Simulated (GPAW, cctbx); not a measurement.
## Bonding in ZnAgCl3 as X-rays see it

Question: by how much does bonding change the X-ray structure factors of ZnAgCl3, and what does a routine refinement make of it?

The start was made by putting kin elements into a known structure type; the compound need not exist, or be stable, in this form. All numbers below are calculated.

## Step 1: Find the equilibrium geometry

The density hangs on the geometry, so cell and atoms are relaxed first, with the symmetry held. The cutoff is set higher than for the density because stress converges slowly with plane waves.

Settings: GPAW 26.7.0, PBE, 570 eV, 3×3×3 k-points, Fermi–Dirac width 0.05 eV, BFGS to 0.03 eV/Å.

```text
cell
1.0
     3.610500000    2.084523147    5.856000000
    -3.610500000    2.084523147    5.856000000
     0.000000000   -4.169046294    5.856000000
Ag Zn Cl
2 2 6
Direct
0.231633330 0.231633330 0.231633330
0.731633330 0.731633330 0.731633330
0.495233330 0.495233330 0.495233330
0.995233330 0.995233330 0.995233330
0.247699990 0.808600000 0.687700000
0.808600000 0.687700000 0.247699990
0.687700000 0.247699990 0.808600000
0.747699990 0.187700000 0.308600000
0.308600000 0.747699990 0.187700000
0.187700000 0.308600000 0.747699990
```

```console
$ OMP_NUM_THREADS=1 mpirun -n 4 gpaw python run.py > gpaw.log
```

```text
BFGS:    0      -24.832354        0.923039
BFGS:    1      -24.874599        0.913322
BFGS:    2      -25.335028        0.793609
BFGS:    3      -25.747894        0.653056
...
BFGS:   17      -26.646293        0.093332
BFGS:   18      -26.650587        0.047955
BFGS:   19      -26.652996        0.016986
cell  6.8700 6.8700 6.8700  57.56 57.56 57.56
volume 216.424 A^3, largest force 0.008 eV/A, largest stress 0.13 GPa
```

The cell moved far, while the k-mesh and basis were chosen for the start, so the final shape may be somewhat biased.

After 19 steps the volume has changed by -18.2 % and the energy by -1.821 eV; the largest stress left is 0.13 GPa. It took 7.5 min on 4 cores of Arm Neoverse V1 (shared host), peak memory 1.4 GiB.

Relaxed structure: R3c (no. 161), a = 6.6153 Å, b = 6.6153 Å, c = 17.1315 Å, α = 90.00°, β = 90.00°, γ = 120.00°.

| atom | mult. | x | y | z |
| --- | --- | --- | --- | --- |
| Ag1 | 6 | 2/3 | 1/3 | 0.1092 |
| Zn1 | 6 | 1/3 | 2/3 | 0.1760 |
| Cl1 | 18 | 0.2862 | 0.3407 | 0.0813 |

## Step 2: Density and charge transfer

X-rays see the whole electron density, so the PAW density is rebuilt with its core regions. Subtracting spherical free atoms from the same code cancels the cores and leaves the deformation density Δρ, the part due to bonding.

Settings: PBE, 450 eV, 4×4×4 k-points, Fermi–Dirac width 0.05 eV; primitive cell of 10 atoms.

```console
$ OMP_NUM_THREADS=1 mpirun -n 4 gpaw python run.py > gpaw.log
```

```text
|iter:   1|       0s |  -27.908334 | +0.13 |       |
|iter:   2|       3s |  -27.701048 | -0.57 | -1.34 |
|iter:   3|       7s |  -26.563472 | -0.89 | -1.39 |
...
|iter:   9|      28s |  -26.507544c| -6.07 | -4.40c|
|iter:  10|      31s |  -26.507544c| -6.99 | -4.93c|
|iter:  11|      33s |  -26.507544c| -7.65c| -5.64c|
```

```text
grid (70, 70, 70)  electrons 256.000  moved by bonding 1.661 e
deformation density beyond 0.5 A of the nuclei: max 0.145, min -0.087 e/A^3
atom        x       y       z   Voronoi charge  moment
Ag1    0.2241  0.2241  0.3276      0.213       0.00
Ag2    0.7241  0.7241  0.8276      0.213       0.00
Zn3    0.4907  0.4907  0.5279      0.415       0.00
Zn4    0.9907  0.9907  0.0279      0.415       0.00
Cl5    0.2593  0.6325  0.2440     -0.209       0.00
Cl6    0.8642  0.2593  0.2440     -0.209       0.00
Cl7    0.6325  0.8642  0.2440     -0.209       0.00
Cl8    0.7593  0.3642  0.7440     -0.209       0.00
Cl9    0.3642  0.1325  0.7440     -0.209       0.00
Cl10   0.1325  0.7593  0.7440     -0.209       0.00
mean inner potential of superposed free atoms 12.848 V
total magnetic moment 0.000 muB
```

Deformation density in a plane through the shortest contact of the Zn atom at the origin, in 0.01 e/Å³ (clipped at ±99); x from -1.6 to 4.0 Å, y from 2.4 down to -2.4 Å:

```text
  1   4   3   .   .   1   2   1   0   0   0   0   1   0   0   0
  1   1  -2  -5  -1   2   2   0   0   0   0   0   0  -1  -1   0
  0   0   1   4   7   5   2   0   0   0   0   0   0  -1  -1   0
  0   0   1   3   4   2  -1  -1   0   1   1   2   2   0   0   0
  1  -1  -3  -6  -6  -7  -5  -2   1   2   3   5   3   1   0   0
  3  -1  -7  -6   .   0  -7  -1   4   3  -1   .  -2   0   0  -1
  5   1  -7   4   .   .  -6   0   7   3   .   .  -7  -1   0  -1
  3   1  -6  -5   .   0  -8  -1   5   4   0   .   1   2   1  -1
  1  -1  -4  -7  -7  -7  -5  -2   1   2   3   5   4   2   0  -1
  0  -1  -1  -1   0   0  -1  -1   0   1   1   2   1   0  -1   0
  0   0   1   3   6   4   2   0   0   0   0   0   0   0  -1   0
  0   0   1   3   5   3   2   1   0  -1  -1  -1  -1  -1   0   0
  0   0   0  -2   .   .   3   3   1  -1  -2  -1  -1  -1   0   0
```

Atoms in or within 0.15 Å of the plane: Zn (0.0, 0.0), Cl (2.4, 0.0), Cl (-0.3, 2.4) Å. Dots mark points within about 0.45 Å of a nucleus; large values next to them are atomic features.

Cl gains most (-0.21 e) and Zn loses most (+0.41 e), as electronegativity suggests. Such charges fall far short of formal ones, since overlapping free atoms already put density on their neighbours. Along the shortest contact from the Zn atom at the map's origin, Zn–Cl at 2.43 Å, Δρ is +0.04 e/Å³ at the midpoint and highest, +0.08, 1.51 Å from Zn (points within 0.5 Å of a nucleus left out): little sits at the middle, as in a polar contact, whose build-up shifts to the more electronegative atom. At the midpoints of other shortest contacts it is +0.03 (Ag–Cl, 2.59 Å) e/Å³. Point values carry grid noise of about 0.01 e/Å³. The run needed 11 iterations, 46 s.

## Step 3: From the density to structure factors

The Fourier components of Δρ, added to those of the free atoms, give the static X-ray structure factors; the Mott–Bethe relation turns them into the Fourier components V of the potential that fast electrons feel.

```text
static structure factors of the conventional cell: F in electrons, V (Mott-Bethe) in volts
   h  k  l      d  |F| table  |F| free   |F| DFT   change   |V| free  |V| DFT  change %
   1  0 -2  4.7621    82.303    82.197    82.468    0.271     0.938    0.942      0.5
   1  0  4  3.4303   359.736   359.435   357.704   -1.732     3.827    3.970      3.7
   1  1  0  3.3076   291.153   290.748   288.533   -2.215     2.397    2.568      7.1
   1  1  3  2.8622   177.953   178.117   179.586    1.469     3.387    3.302     -2.5
   0  0  6  2.8553   255.013   255.060   256.762    1.702     4.393    4.280     -2.6
   2  0  2  2.7166   173.030   173.007   173.966    0.958     2.506    2.455     -2.0
   2  0 -4  2.3810   439.776   438.949   439.277    0.328     5.129    5.116     -0.3
   1  1  6  2.1614   171.348   171.130   170.995   -0.135     2.203    2.208      0.2
   2  1  1  2.1483    77.150    77.292    77.533    0.241     1.342    1.334     -0.6
   2  1 -2  2.0993    78.479    78.721    78.738    0.016     0.697    0.697     -0.1
   1  0 -8  2.0059   309.566   308.558   308.695    0.137     2.916    2.912     -0.1
   2  1  4  1.9324   334.968   333.857   333.873    0.016     3.163    3.163     -0.0
   3  0  0  1.9097   472.308   471.435   471.309   -0.126     5.370    5.373      0.1
   2  1 -5  1.8305    70.453    70.601    70.380   -0.221     1.133    1.138      0.5
```

The largest X-ray change is -2.21 e on 110, 0.8 % of |F|. For electrons V goes as (Z − F)/g², so a change of F counts against Z − F, which is small at low angle and wherever the atoms' terms cancel: |V| of 110 moves by +7.1 % (2.40 to 2.57 V) against -0.8 % in |F|. The tabulated Hartree–Fock atoms differ from the free DFT atoms by up to 1.11 e, so the choice of reference atom matters too.

## Step 4: Refining ordinary atoms against data with bonding

Routine crystallography fits spherical atoms. To see the bias, intensities are simulated from tabulated atoms plus the DFT change ΔF, so that bonding alone can misfit (13226 reflections of the full sphere, merged to the counts below, to 0.4 Å, 0.5 % proportional noise plus counting noise, assumed isotropic U as listed, Δρ smeared by the mean U) and refined with cctbx over different ranges.

| range | data | R1 | GooF | U Ag1 (true 0.0056) | U Zn1 (true 0.0067) | U Cl1 (true 0.008) | largest shift (Å) | Δρ max, min (e/Å³) |
| --- | --- | --- | --- | --- | --- | --- | --- | --- |
| all data | 2368 | 0.0062 | 0.95 | 0.0056 | 0.0067 | 0.0080 | 0.0002 | 0.23, -0.23 |
| low resolution, d > 0.84 | 257 | 0.0034 | 1.17 | 0.0056 | 0.0065 | 0.0080 | 0.0003 | 0.09, -0.08 |
| high order, d < 0.75 | 2002 | 0.0075 | 0.92 | 0.0056 | 0.0067 | 0.0080 | 0.0003 | 0.19, -0.20 |
| occupancies free, d > 0.7 | 442 | 0.0037 | 1.07 | 0.0056 | 0.0066 | 0.0081 | 0.0004 | 0.10, -0.13 |

With all data GooF is 0.95, so at this noise the bonding hardly shows; the top residual peak lies 2.26 Å from Ag and 2.31 Å from Zn. No U is off by more than 3 s.u. at low resolution. With Ag1 held at 1 and the scale free, the other occupancies refine to Zn1 0.999(0.001) and Cl1 1.001(0.001), within three s.u. of full.

## Step 5: Answer

Bonding moves 1.66 e in the primitive cell of ZnAgCl3 and changes the structure factors of the conventional cell in the table above by at most 2.21 e (110, 0.8 %), and among reflections above 2 % of the strongest by up to 0.8 % (113). The shortest bond, Zn–Cl, has Δρ = +0.04 e/Å³ at its midpoint, low for a shared bond; with the charge transfer this is a polar contact. With all data GooF is 0.95, so at this noise the bonding hardly shows. Limits: static density, frozen cores, no spin–orbit coupling.

[Outputs are excerpts: Python notices, other lines and further rows are left out; steps that failed or that the build refused (PBEsol, TPSS) are not shown.]

[Logs are printed without paths, hosts, clocks, repeated set-up lines and the standing remarks that a program may print on its own settings, such as how far it seeks lower states.]
